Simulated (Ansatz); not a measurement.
# linear Y chain: period, moment and channels by functional, part 2 of 2

Aim: how far do the period, the moment and the conductance of the linear Y chain depend on the functional, the datasets and spin-orbit coupling, and at what cost?

Ansatz 0.2.0; DFT PBE, plane waves, PAW; relaxation of a chain's period (the session's first sound run).

So far, conductance of the lead as this run defines it (G₀): 4.00 in steps 3, 5 and 7.

## (9) The relaxed wire, cutoff 900 eV

This step: DFT PBE, plane waves, PAW (JTH); relaxation of a chain's period (Ansatz 0.2.0).

The same functional on other atomic datasets tests how far the result hangs on the treatment of the cores. Against the first PBE run of this kind, the cutoff is 900 eV against 420.

File input.yaml:

```yaml
crystal:
  lattice:
    - [12.0, 0.0, 0.0]
    - [0.0, 12.0, 0.0]
    - [0.0, 0.0, 3.534]
  atoms:
    - { symbol: "Y", position: [0.5, 0.5, 0.0], spin: 1.0 }
magnetization:
  spin_polarized: true
kpoints:
  mp_grid: { grid: [1, 1, 23] }
scf:
  occupations: { method: fermi_dirac, width: 0.05 }
hamiltonian:
  xc: pbe
  pseudopotentials: { kind: paw, source: jth }
relax:
  cell: { fix: [a, b, alpha, beta, gamma] }
  max_steps: 60
```

The run is started by

```console
$ ansatz run input.yaml --threads 8 --pin off --max-ram 16384MiB --backend cpu --events-out ev --progress --plain --runs-dir out
```

It took 2.1 min on 8 threads of Arm Neoverse V1, shared host; peak memory 2.4 GiB; 16 min of CPU time.

Step by step:

```tsv
step	energy less that of the first step (eV)	largest force component (eV/Å)	pressure (GPa)	volume (Å³)
1	0.0000	0.0000	-0.22	508.90
2	-0.0375	0.0000	-0.20	499.21
3	-0.1043	0.0000	-0.08	474.41
4	-0.1215	0.0000	-0.11	458.61
5	-0.1523	0.0000	0.00	433.80
6*	-0.1519	0.0000	-0.01	433.80
```

Relaxation steps marked * repeat the geometry before them on a plane-wave basis chosen anew for their cell, so energy and pressure can jump there.

```tsv
cell as run	before	after	change
c (Å)	3.534	3.012	-14.8 %
```

The relaxed structure:

```xyz
1
Lattice="12.0000 0.0000 0.0000 0.0000 12.0000 0.0000 0.0000 0.0000 3.0125" Properties=species:S:1:pos:R:3
Y     6.0000    6.0000    0.0000
```

The cell's length comes to 3.012 Å, -0.0 % against the first run, with no moment. That is -15 % against the start, more than a small adjustment.

The cell shrank by 14.8 % in its periodic edges.

## (10) The relaxed wire

This step: DFT PBE, plane waves, PAW; relaxation of a chain's period (Ansatz 0.2.0).

No moment formed, so a run without spin should agree; this checks it and saves time.

input.yaml, the sections that differ from step 9:

```yaml
crystal:
  lattice:
    - [12.0, 0.0, 0.0]
    - [0.0, 12.0, 0.0]
    - [0.0, 0.0, 3.534]
  atoms:
    - { symbol: "Y", position: [0.5, 0.5, 0.0] }
hamiltonian:
  xc: pbe
# kpoints, scf, relax: as in step 9
# magnetization: removed
```

Run time: 4.5 s. Hardware: 8 threads; peak memory 0.72 GiB.

The cell's length comes to 3.006 Å, -0.2 % against the first run, with spin left out. That is -15 % against the start, more than a small adjustment.

## (11) The series together

Times are for 8 threads of Arm Neoverse V1, shared host. Results by setting:

```tsv
no.	level	cell length along the wire (Å)	time	memory (GiB)
1	PBE	3.013	57 s	1.0
2	PBEsol	2.923	15 s	0.88
3	LDA	2.811	27 s	0.94
4	PBE, JTH files	3.012	2.1 min	2.4
5	PBE, no spin	3.006	4.5 s	0.72
```

## (12) The same system on other settings

This step: DFT PBE, plane waves, PAW; channels and complex bands of a perfect chain; changed: kpoints.mp_grid.kspacing = 0.3, scf.max_iter = 60 (Ansatz 0.2.0).

The input of the run on the perfect lead (PBE) is made doubtful on purpose. The ELF is not written this time.

File input.yaml:

```yaml
crystal:
  lattice:
    - [12.0, 0.0, 0.0]
    - [0.0, 12.0, 0.0]
    - [0.0, 0.0, 3.0126025819]
  atoms:
    - { symbol: "Y", position: [0.5, 0.5, 0.0] }
kpoints:
  mp_grid: { grid: [1, 1, 27], kspacing: 0.3 }
  band_path: { path: ["Γ", Z], npoints: 60 }
scf:
  occupations: { method: fermi_dirac, width: 0.05 }
  max_iter: 60
hamiltonian:
  xc: pbe
output:
  transmission:
    e_range: [-2, 2]
    de: 0.035
    kmesh: [1, 1]
    reduced_basis: true
    leads: [[0, 0]]
  dos: { projected: true, e_range: [-6, 4] }
  write_potential: true
  write_density: true
  volumetric_format: npy
```

Elapsed: 0.05 s, on 8 threads; peak memory 0.071 GiB.

The program refused the input before any cycle.

The program's message: “Error: invalid value for `kpoints.mp_grid.kspacing`: mutually exclusive with `grid` — set one or the other”

The change that led to it: kpoints.mp_grid.kspacing = 0.3.

## (13) A repeat with changed settings

This step: DFT PBE, plane waves, PAW; channels and complex bands of a perfect chain; changed: output.transmission.leads = [[0, 4]], scf.max_iter = 50 (Ansatz 0.2.0).

input.yaml, the sections that differ from step 12:

```yaml
kpoints:
  mp_grid: { grid: [1, 1, 27] }
  band_path: { path: ["Γ", Z], npoints: 60 }
scf:
  occupations: { method: fermi_dirac, width: 0.05 }
  max_iter: 50
output:
  transmission:
    e_range: [-2, 2]
    de: 0.035
    kmesh: [1, 1]
    reduced_basis: true
    leads: [[0, 4]]
  dos: { projected: true, e_range: [-6, 4] }
  write_potential: true
  write_density: true
  volumetric_format: npy
# crystal, hamiltonian: as in step 12
```

Run time: 0.06 s. Hardware: 8 threads; peak memory 0.09 GiB.

The input was rejected at the start.

The program's message: “Error: inconsistent input (output.transmission.leads, crystal): the lead [0, 4] names a site that the cell does not have: it has 1, counted from 0.”

The change that led to it: output.transmission.leads = [[0, 4]].

## (14) What came out

| Quantity | Value |
| --- | --- |
| cell length, PBE | 3.013 Å |
| cell length, PBEsol | 2.923 Å |
| cell length, LDA | 2.811 Å |
| cell length, PBE, JTH files | 3.012 Å |
| cell length, PBE, no spin | 3.006 Å |
| conductance, PBE | 4.00 G₀ |
| conductance, PBEsol | 4.00 G₀ |
| conductance, LDA | 4.00 G₀ |

**Reading.** Under PBE the cell's length is 3.01 Å, no moment survives, and it is a metal with 4 channels a spin next to the Fermi level, 4.00 G₀ at 300 K. The cell's length spans 7.2 % over the functionals, shortest under LDA and longest under PBE. A perfect wire passes every open channel, so the conductance counts half a G₀ for each forward-moving state at the Fermi level, spin by spin. Transport is coherent and elastic here: the atoms are frozen, so scattering by vibrations plays no part. The lead's cell of one atom keeps the chain straight and evenly spaced; a zigzag or dimerised form may lie lower.

[Logs are printed without paths, hosts, clocks, repeated set-up lines and the standing remarks that a program may print on its own settings, such as how far it seeks lower states.]

[Hosts, paths, dates, database ids (printed as entryN), source tags and the programs' standing remarks are cut or masked in the printed files.]
